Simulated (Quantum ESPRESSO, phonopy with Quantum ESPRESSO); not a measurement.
# SiC (F-43m): phonons against volume, part 7 of 8

Wanted: mode Grüneisen parameters of SiC and a free-energy fit over volumes.

Quantum ESPRESSO 7.5; DFT LDA, scalar-relativistic, plane waves, GBRV ultrasoft pseudopotentials.

So far. Step 13 (Ground state at this cell, V/V0 0.985): The run ends at a pressure of 3.56 GPa. Step 14 (Zone-centre response): The Born charges sum to zero within 0.0025 e; the rest is removed before use. Acoustic frequencies in this log differ from zero by the error of the sum rule, which ph.x does not impose.

## (15) Forces on a displaced cell

One atom (for the harmonic constants) or a pair of atoms (for the cubic ones) is moved by a few hundredths of an ångström; the forces on all atoms give a column of force constants. The threshold is tight because the forces are small.

System of this step: SiC. The cell holds 54 atoms: 27 Si and 27 C. Cell: a = 9.135 Å, b = 9.135 Å, c = 9.135 Å, α = 60.0°, β = 60.0°, γ = 60.0°. It derives from SiC, repeated 3×3×3.

Input file disp-00001.in:

```
 &control
    calculation='scf',
    prefix='x',
    outdir='./tmp',
    pseudo_dir='./pseudo',
    tprnfor=.true.,
    disk_io='none',
 /
 &system
    ibrav=0,
    nat=54,
    ntyp=2,
    ecutwfc=45.0,
    ecutrho=270.0,
    occupations='fixed',
    nbnd=110,
 /
 &electrons
    conv_thr=1.0d-11,
    mixing_beta=0.7,
    electron_maxstep=100,
 /
ATOMIC_SPECIES
 Si     28.0850  Si.upf
 C      12.0110  C.upf
CELL_PARAMETERS angstrom
     0.000000000    6.459724328    6.459724328
     6.459724328    0.000000000    6.459724328
     6.459724328    6.459724328    0.000000000
ATOMIC_POSITIONS crystal
 Si     0.002189279   0.000000000   0.000000000
 Si     0.333333333   0.000000000   0.000000000
 Si     0.666666667   0.000000000   0.000000000
 Si     0.000000000   0.333333333   0.000000000
 Si     0.333333333   0.333333333   0.000000000
 Si     0.666666667   0.333333333   0.000000000
 Si     0.000000000   0.666666667   0.000000000
 Si     0.333333333   0.666666667   0.000000000
 Si     0.666666667   0.666666667   0.000000000
 Si     0.000000000   0.000000000   0.333333333
 Si     0.333333333   0.000000000   0.333333333
 Si     0.666666667   0.000000000   0.333333333
 Si     0.000000000   0.333333333   0.333333333
 Si     0.333333333   0.333333333   0.333333333
 Si     0.666666667   0.333333333   0.333333333
 Si     0.000000000   0.666666667   0.333333333
 Si     0.333333333   0.666666667   0.333333333
 Si     0.666666667   0.666666667   0.333333333
 Si     0.000000000   0.000000000   0.666666667
 Si     0.333333333   0.000000000   0.666666667
 Si     0.666666667   0.000000000   0.666666667
 Si     0.000000000   0.333333333   0.666666667
 Si     0.333333333   0.333333333   0.666666667
 Si     0.666666667   0.333333333   0.666666667
 Si     0.000000000   0.666666667   0.666666667
 Si     0.333333333   0.666666667   0.666666667
 Si     0.666666667   0.666666667   0.666666667
 C      0.083333333   0.083333333   0.083333333
 C      0.416666667   0.083333333   0.083333333
 C      0.750000000   0.083333333   0.083333333
 C      0.083333333   0.416666667   0.083333333
 C      0.416666667   0.416666667   0.083333333
 C      0.750000000   0.416666667   0.083333333
 C      0.083333333   0.750000000   0.083333333
 C      0.416666667   0.750000000   0.083333333
 C      0.750000000   0.750000000   0.083333333
 C      0.083333333   0.083333333   0.416666667
 C      0.416666667   0.083333333   0.416666667
 C      0.750000000   0.083333333   0.416666667
 C      0.083333333   0.416666667   0.416666667
 C      0.416666667   0.416666667   0.416666667
 C      0.750000000   0.416666667   0.416666667
 C      0.083333333   0.750000000   0.416666667
 C      0.416666667   0.750000000   0.416666667
 C      0.750000000   0.750000000   0.416666667
 C      0.083333333   0.083333333   0.750000000
 C      0.416666667   0.083333333   0.750000000
 C      0.750000000   0.083333333   0.750000000
 C      0.083333333   0.416666667   0.750000000
 C      0.416666667   0.416666667   0.750000000
 C      0.750000000   0.416666667   0.750000000
 C      0.083333333   0.750000000   0.750000000
 C      0.416666667   0.750000000   0.750000000
 C      0.750000000   0.750000000   0.750000000
K_POINTS automatic
 3 3 3 0 0 0
```

On the command line:

```sh
> OMP_NUM_THREADS=1 mpirun -n 4 pw.x -nk 4 -in disp-00001.in > disp-00001.out
```

The log of the run:

```text
[banner, memory and clock lines left out]
Program PWSCF v.7.5

     Message from routine setup:
     using ibrav=0 with symmetry is DISCOURAGED, use correct ibrav instead

     G-vector sticks info

     bravais-lattice index     =            0
     lattice parameter (alat)  =      17.2635  a.u.
     unit-cell volume          =    3638.0491 (a.u.)^3
     number of atoms/cell      =           54
     number of atomic types    =            2
     number of electrons       =       216.00
[...]
atom    1 type  1   force =    -0.00051085   -0.01482858   -0.01482858
     atom    2 type  1   force =    -0.00027149    0.00154210    0.00154210
     atom    3 type  1   force =     0.00027818    0.00151055    0.00151055
[...]
atom   53 type  2   force =     0.00015152    0.00000895    0.00000895
     atom   54 type  2   force =     0.00000082   -0.00003411   -0.00003411

     Total force =     0.024079     Total SCF correction =     0.000004
     Message from routine punch:
     Nothing written, as per user request (disk_io='none')
[key lines of the parts left out:]
!    total energy              =    -572.40530914 Ry
convergence has been achieved in  15 iterations
```

Wall time 10 min (4 MPI ranks of Arm Neoverse V1, shared host); 41 min of CPU time.

## (16) Phonons, V/V0 0.985

This step: DFT LDA, scalar-relativistic, plane waves, GBRV ultrasoft pseudopotentials (phonopy with Quantum ESPRESSO 4.10.0 / 7.5).

Run time: 10 min. Hardware: 8 threads; 81 min of CPU time.

No mode is imaginary beyond numerical noise along the path. The highest zone-centre mode (no LO–TO term) moved by +1.7 % for a volume change of -1.5 %.

The time given is that of the 2 pw.x runs on displaced cells behind this step.

## (17) Ground state at this cell, V/V0 1.03

A tight ground state at this cell gives the energy of this member; its pressure is the stress at this cutoff, which can carry an offset from the finite basis.

This step: DFT LDA, scalar-relativistic, plane waves, GBRV ultrasoft pseudopotentials (Quantum ESPRESSO 7.5).

System of this step: SiC. It takes space group F-43m (No. 216, cubic). The conventional cell has a = 4.371 Å, b = 4.371 Å, c = 4.371 Å, α = 90.00°, β = 90.00°, γ = 90.00°. Si has 4 C at 1.89 Å nearest. C has 4 Si at 1.89 Å nearest. Farther neighbours are not listed.

Input file scf.in:

```
 &control
    calculation='scf',
    prefix='x',
    outdir='./tmp',
    pseudo_dir='./pseudo',
    tprnfor=.true.,
    tstress=.true.,
 /
 &system
    ibrav=0,
    nat=2,
    ntyp=2,
    ecutwfc=45.0,
    ecutrho=270.0,
    occupations='fixed',
    nbnd=6,
 /
 &electrons
    conv_thr=1.0d-12,
    mixing_beta=0.7,
    electron_maxstep=100,
 /
ATOMIC_SPECIES
 Si     28.0850  Si.upf
 C      12.0110  C.upf
CELL_PARAMETERS angstrom
     0.000000000    2.185544874    2.185544874
     2.185544874    0.000000000    2.185544874
     2.185544874    2.185544874    0.000000000
ATOMIC_POSITIONS crystal
 Si     0.000000000   0.000000000   0.000000000
 C      0.250000000   0.250000000   0.250000000
K_POINTS automatic
 12 12 12 0 0 0
```

On the command line:

```sh
> OMP_NUM_THREADS=1 mpirun -n 8 pw.x -nk 8 -in scf.in > scf.out
```

The log of the run:

```text
[banner, memory and clock lines left out]
Program PWSCF v.7.5

     Message from routine setup:
     using ibrav=0 with symmetry is DISCOURAGED, use correct ibrav instead

     G-vector sticks info

     bravais-lattice index     =            0
     lattice parameter (alat)  =       5.8408  a.u.
     unit-cell volume          =     140.8983 (a.u.)^3
     number of atoms/cell      =            2
     number of atomic types    =            2
     number of electrons       =         8.00
[...]
atom    2 type  2   force =    -0.00000000    0.00000000   -0.00000000

     Total force =     0.000000     Total SCF correction =     0.000000

     Computing stress (Cartesian axis) and pressure

          total   stress  (Ry/bohr**3)                   (kbar)     P=      -64.05
[...]
-0.00000000  -0.00043540   0.00000000           -0.00      -64.05        0.00
  -0.00000000   0.00000000  -0.00043540           -0.00        0.00      -64.05

     XML data file, charge density, pseudopotentials, collected wavefunctions
[key lines of the parts left out:]
!    total energy              =     -21.19962716 Ry
convergence has been achieved in  13 iterations
```

It took 2 s on 8 MPI ranks.

The run ends at a pressure of -6.40 GPa.

## (18) Born charges and dielectric tensor

In a polar crystal the Born charges and ε∞ give the long-range dipole term that a finite supercell misses. They are those of this k-mesh and were not tested on a denser one; where the gap is small they converge slowly, and the LO modes with them.

Input file ph.in:

```
phonons
 &inputph
    prefix='x',
    outdir='./tmp',
    fildyn='x.dyn',
    tr2_ph=1.0d-18,
    epsil=.true.,
 /
0.000000000 0.000000000 0.000000000
```

scf.in is that of step 17.

On the command line:

```sh
> OMP_NUM_THREADS=1 mpirun -n 8 ph.x -nk 8 -in ph.in > ph.out
```

The log of the run:

```text
[banner, memory and clock lines left out]
Program PHONON v.7.5

     ./tmp/x.save/

     IMPORTANT: XC functional enforced from input :
     Exchange-correlation= PZ
                           (   1   1   0   0   0   0   0)
     Any further DFT definition will be discarded
     Please, verify this is what you really want

     G-vector sticks info

     Reading collected, re-writing distributed wavefunctions in ./tmp/

     Number and degeneracy of irreps per q-point
       N         xq(1)         xq(2)         xq(3)   N irreps
[...]
freq (    1) =      -0.243379 [THz] =      -8.118257 [cm-1]
     freq (    2) =      -0.243379 [THz] =      -8.118257 [cm-1]
     freq (    3) =      -0.243379 [THz] =      -8.118257 [cm-1]
     freq (    4) =      23.148600 [THz] =     772.154194 [cm-1]
     freq (    5) =      23.148600 [THz] =     772.154194 [cm-1]
     freq (    6) =      23.148600 [THz] =     772.154194 [cm-1]
 **************************************************************************

     Mode symmetry, T_d (-43m)  point group:

     freq (   1-   3) =         -8.1  [cm-1]   --> T_2  G_15 P_4   I+R
     freq (   4-   6) =        772.2  [cm-1]   --> T_2  G_15 P_4   I+R
```

It took 15 s on 8 MPI ranks.

ε∞:

```
7.00 0.00 0.00
0.00 7.00 0.00
0.00 0.00 7.00
```

The Born charges sum to zero within 0.0023 e; the rest is removed before use. Acoustic frequencies in this log differ from zero by the error of the sum rule, which ph.x does not impose.

## (19) A displaced supercell

One atom (for the harmonic constants) or a pair of atoms (for the cubic ones) is moved by a few hundredths of an ångström; the forces on all atoms give a column of force constants. The threshold is tight because the forces are small.

System of this step: SiC. The cell holds 54 atoms: 27 Si and 27 C. Cell: a = 9.272 Å, b = 9.272 Å, c = 9.272 Å, α = 60.0°, β = 60.0°, γ = 60.0°. It derives from SiC, repeated 3×3×3.

disp-00001.in: that of step 15 with these lines changed.

```diff
@@ -26,7 +26,7 @@
 CELL_PARAMETERS angstrom
-     0.000000000    6.459724328    6.459724328
-     6.459724328    0.000000000    6.459724328
-     6.459724328    6.459724328    0.000000000
+     0.000000000    6.556634623    6.556634623
+     6.556634623    0.000000000    6.556634623
+     6.556634623    6.556634623    0.000000000
 ATOMIC_POSITIONS crystal
- Si     0.002189279   0.000000000   0.000000000
+ Si     0.002156920   0.000000000   0.000000000
  Si     0.333333333   0.000000000   0.000000000
```

On the command line:

```sh
> OMP_NUM_THREADS=1 mpirun -n 4 pw.x -nk 4 -in disp-00001.in > disp-00001.out
```

The log of the run:

```text
[banner, memory and clock lines left out]
Program PWSCF v.7.5

     Message from routine setup:
     using ibrav=0 with symmetry is DISCOURAGED, use correct ibrav instead

     G-vector sticks info

     bravais-lattice index     =            0
     lattice parameter (alat)  =      17.5225  a.u.
     unit-cell volume          =    3804.2543 (a.u.)^3
     number of atoms/cell      =           54
     number of atomic types    =            2
     number of electrons       =       216.00
[...]
atom    1 type  1   force =    -0.00044543   -0.01349260   -0.01349260
     atom    2 type  1   force =    -0.00026449    0.00145196    0.00145196
     atom    3 type  1   force =     0.00027037    0.00142259    0.00142259
[...]
atom   53 type  2   force =     0.00014173    0.00000801    0.00000801
     atom   54 type  2   force =     0.00000073   -0.00003294   -0.00003294

     Total force =     0.021766     Total SCF correction =     0.000004
     Message from routine punch:
     Nothing written, as per user request (disk_io='none')
[key lines of the parts left out:]
!    total energy              =    -572.38881275 Ry
convergence has been achieved in  15 iterations
```

The job ended after 11 min (4 MPI ranks; 44 min of CPU time).

## (20) Phonons, V/V0 1.03

This step: DFT LDA, scalar-relativistic, plane waves, GBRV ultrasoft pseudopotentials (phonopy with Quantum ESPRESSO 4.10.0 / 7.5).

It took 11 min on 8 threads; 89 min of CPU time.

Phonopy, LO-TO term from ph.x's tensors. Phonon branches along the path, in cm⁻¹:

| point | branch 1 | branch 2 | branch 3 | branch 4 | branch 5 | branch 6 |
| --- | --- | --- | --- | --- | --- | --- |
| Γ | 0 | 0 | 0 | 772 | 772 | 944 |
| halfway | 267 | 267 | 391 | 753 | 753 | 894 |
| X | 368 | 368 | 610 | 740 | 740 | 824 |
| halfway | 364 | 391 | 594 | 737 | 740 | 825 |
| U | 352 | 439 | 553 | 733 | 736 | 829 |
| jump to K | 352 | 439 | 553 | 733 | 736 | 829 |
| halfway | 216 | 308 | 416 | 750 | 766 | 870 |
| Γ | 0 | 0 | 0 | 772 | 772 | 944 |
| halfway | 189 | 189 | 396 | 758 | 758 | 894 |
| L | 268 | 268 | 593 | 743 | 743 | 820 |
| halfway | 321 | 387 | 552 | 738 | 742 | 826 |
| W | 391 | 437 | 536 | 728 | 745 | 825 |
| halfway | 379 | 396 | 580 | 734 | 742 | 824 |
| X | 368 | 368 | 610 | 740 | 740 | 824 |

The phonon branches as a text plot (rows in cm⁻¹):

```
    924 |*****                     *********
    885 |     ****              ***         ***
    845 |         ***    *******               **     ****
    806 |            ****                        *****    *******
    767 |*******            ********************
    727 |       ****************                *****************
    688 |
    649 |
    609 |          *****                         *            ***
    570 |               ***                     * *****     **
    531 |         *        *                   *       *****
    491 |       **          **               **
    452 |                 **  **                        ****
    413 |               **  **  *           *          *    **
    374 |     **   *******    **                      * *********
    334 |         *       **     **                  ***
    295 |    *  **          **  *          *      ****
    256 |     **              ** ****          *****
    216 |  ***                  *        **  **
    177 |                        ****       *
    138 |  **                        *     *
     98 | *                        ***  ***
     59 | *                          *  *
     20 |*                            **
         Γ           X  U|K            Γ         L        W     X
```

No mode is imaginary beyond numerical noise along the path. The highest zone-centre mode (no LO–TO term) moved by -3.3 % for a volume change of +3.0 %.

The time given is that of the 2 pw.x runs on displaced cells behind this step.

## (21) Self-consistent run, V/V0 0.97

A tight ground state at this cell gives the energy of this member; its pressure is the stress at this cutoff, which can carry an offset from the finite basis.

This step: DFT LDA, scalar-relativistic, plane waves, GBRV ultrasoft pseudopotentials (Quantum ESPRESSO 7.5).

System of this step: SiC. Symmetry: F-43m, No. 216, cubic system. Conventional cell: a = 4.285 Å, b = 4.285 Å, c = 4.285 Å, α = 90.00°, β = 90.00°, γ = 90.00°. Si has 4 C at 1.86 Å nearest. Nearest to C lie 4 Si at 1.86 Å. Farther neighbours are not listed.

scf.in: that of step 18 with these lines changed.

```diff
@@ -26,5 +26,5 @@
 CELL_PARAMETERS angstrom
-     0.000000000    2.185544874    2.185544874
-     2.185544874    0.000000000    2.185544874
-     2.185544874    2.185544874    0.000000000
+     0.000000000    2.142255326    2.142255326
+     2.142255326    0.000000000    2.142255326
+     2.142255326    2.142255326    0.000000000
 ATOMIC_POSITIONS crystal
```

On the command line:

```sh
> OMP_NUM_THREADS=1 mpirun -n 8 pw.x -nk 8 -in scf.in > scf.out
```

The log of the run:

```text
[banner, memory and clock lines left out]
Program PWSCF v.7.5

     Message from routine setup:
     using ibrav=0 with symmetry is DISCOURAGED, use correct ibrav instead

     G-vector sticks info

     bravais-lattice index     =            0
     lattice parameter (alat)  =       5.7251  a.u.
     unit-cell volume          =     132.6906 (a.u.)^3
     number of atoms/cell      =            2
     number of atomic types    =            2
     number of electrons       =         8.00
[...]
atom    2 type  2   force =     0.00000000    0.00000000    0.00000000

     Total force =     0.000000     Total SCF correction =     0.000000

     Computing stress (Cartesian axis) and pressure

          total   stress  (Ry/bohr**3)                   (kbar)     P=       73.92
[...]
0.00000000   0.00050250   0.00000000            0.00       73.92        0.00
   0.00000000   0.00000000   0.00050250            0.00        0.00       73.92

     XML data file, charge density, pseudopotentials, collected wavefunctions
[key lines of the parts left out:]
!    total energy              =     -21.19946638 Ry
convergence has been achieved in  12 iterations
```

Wall time 1.9 s (8 MPI ranks).

The run ends at a pressure of 7.39 GPa.

## (22) Zone-centre response

In a polar crystal the Born charges and ε∞ give the long-range dipole term that a finite supercell misses. They are those of this k-mesh and were not tested on a denser one; where the gap is small they converge slowly, and the LO modes with them.

ph.in is that of step 18.

scf.in is that of step 21.

On the command line:

```sh
> OMP_NUM_THREADS=1 mpirun -n 8 ph.x -nk 8 -in ph.in > ph.out
```

The log of the run:

```text
[banner, memory and clock lines left out]
Program PHONON v.7.5

     ./tmp/x.save/

     IMPORTANT: XC functional enforced from input :
     Exchange-correlation= PZ
                           (   1   1   0   0   0   0   0)
     Any further DFT definition will be discarded
     Please, verify this is what you really want

     G-vector sticks info

     Reading collected, re-writing distributed wavefunctions in ./tmp/

     Number and degeneracy of irreps per q-point
       N         xq(1)         xq(2)         xq(3)   N irreps
[...]
freq (    1) =      -0.147530 [THz] =      -4.921058 [cm-1]
     freq (    2) =      -0.147530 [THz] =      -4.921058 [cm-1]
     freq (    3) =      -0.147530 [THz] =      -4.921058 [cm-1]
     freq (    4) =      24.778614 [THz] =     826.525609 [cm-1]
     freq (    5) =      24.778614 [THz] =     826.525609 [cm-1]
     freq (    6) =      24.778614 [THz] =     826.525609 [cm-1]
 **************************************************************************

     Mode symmetry, T_d (-43m)  point group:

     freq (   1-   3) =         -4.9  [cm-1]   --> T_2  G_15 P_4   I+R
     freq (   4-   6) =        826.5  [cm-1]   --> T_2  G_15 P_4   I+R
```

The job ended after 15 s (8 MPI ranks; 2 min of CPU time).

ε∞:

```
6.85 0.00 0.00
0.00 6.85 0.00
0.00 0.00 6.85
```

The Born charges sum to zero within 0.0025 e; the rest is removed before use. Acoustic frequencies in this log differ from zero by the error of the sum rule, which ph.x does not impose.

## (23) A displaced supercell

One atom (for the harmonic constants) or a pair of atoms (for the cubic ones) is moved by a few hundredths of an ångström; the forces on all atoms give a column of force constants. The threshold is tight because the forces are small.

System of this step: SiC. The cell holds 54 atoms: 27 Si and 27 C. Its edges and angles: a = 9.089 Å, b = 9.089 Å, c = 9.089 Å, α = 60.0°, β = 60.0°, γ = 60.0°. It derives from SiC, repeated 3×3×3.

disp-00001.in: that of step 19 with these lines changed.

```diff
@@ -26,7 +26,7 @@
 CELL_PARAMETERS angstrom
-     0.000000000    6.556634623    6.556634623
-     6.556634623    0.000000000    6.556634623
-     6.556634623    6.556634623    0.000000000
+     0.000000000    6.426765978    6.426765978
+     6.426765978    0.000000000    6.426765978
+     6.426765978    6.426765978    0.000000000
 ATOMIC_POSITIONS crystal
- Si     0.002156920   0.000000000   0.000000000
+ Si     0.002200506   0.000000000   0.000000000
  Si     0.333333333   0.000000000   0.000000000
```

On the command line:

```sh
> OMP_NUM_THREADS=1 mpirun -n 4 pw.x -nk 4 -in disp-00001.in > disp-00001.out
```

The log of the run:

```text
[banner, memory and clock lines left out]
Program PWSCF v.7.5

     Message from routine setup:
     using ibrav=0 with symmetry is DISCOURAGED, use correct ibrav instead

     G-vector sticks info

     bravais-lattice index     =            0
     lattice parameter (alat)  =      17.1754  a.u.
     unit-cell volume          =    3582.6473 (a.u.)^3
     number of atoms/cell      =           54
     number of atomic types    =            2
     number of electrons       =       216.00
[...]
atom    1 type  1   force =    -0.00053583   -0.01531450   -0.01531450
     atom    2 type  1   force =    -0.00027355    0.00157344    0.00157344
     atom    3 type  1   force =     0.00028060    0.00154103    0.00154103
[...]
atom   53 type  2   force =     0.00015485    0.00000949    0.00000949
     atom   54 type  2   force =     0.00000084   -0.00003448   -0.00003448

     Total force =     0.024928     Total SCF correction =     0.000002
     Message from routine punch:
     Nothing written, as per user request (disk_io='none')
[key lines of the parts left out:]
!    total energy              =    -572.38428672 Ry
convergence has been achieved in  16 iterations
```

Wall time 11 min (4 MPI ranks).

(Continued in part 8 of 8.)

[Logs are printed without paths, hosts, clocks, repeated set-up lines and the standing remarks that a program may print on its own settings, such as how far it seeks lower states.]

[Hosts, paths, dates, database ids (printed as entryN), source tags and the programs' standing remarks are cut or masked in the printed files.]

[A step with changed settings may run another functional than the one named; its input shows which.]

[Of the runs on displaced cells, only some may be shown.]
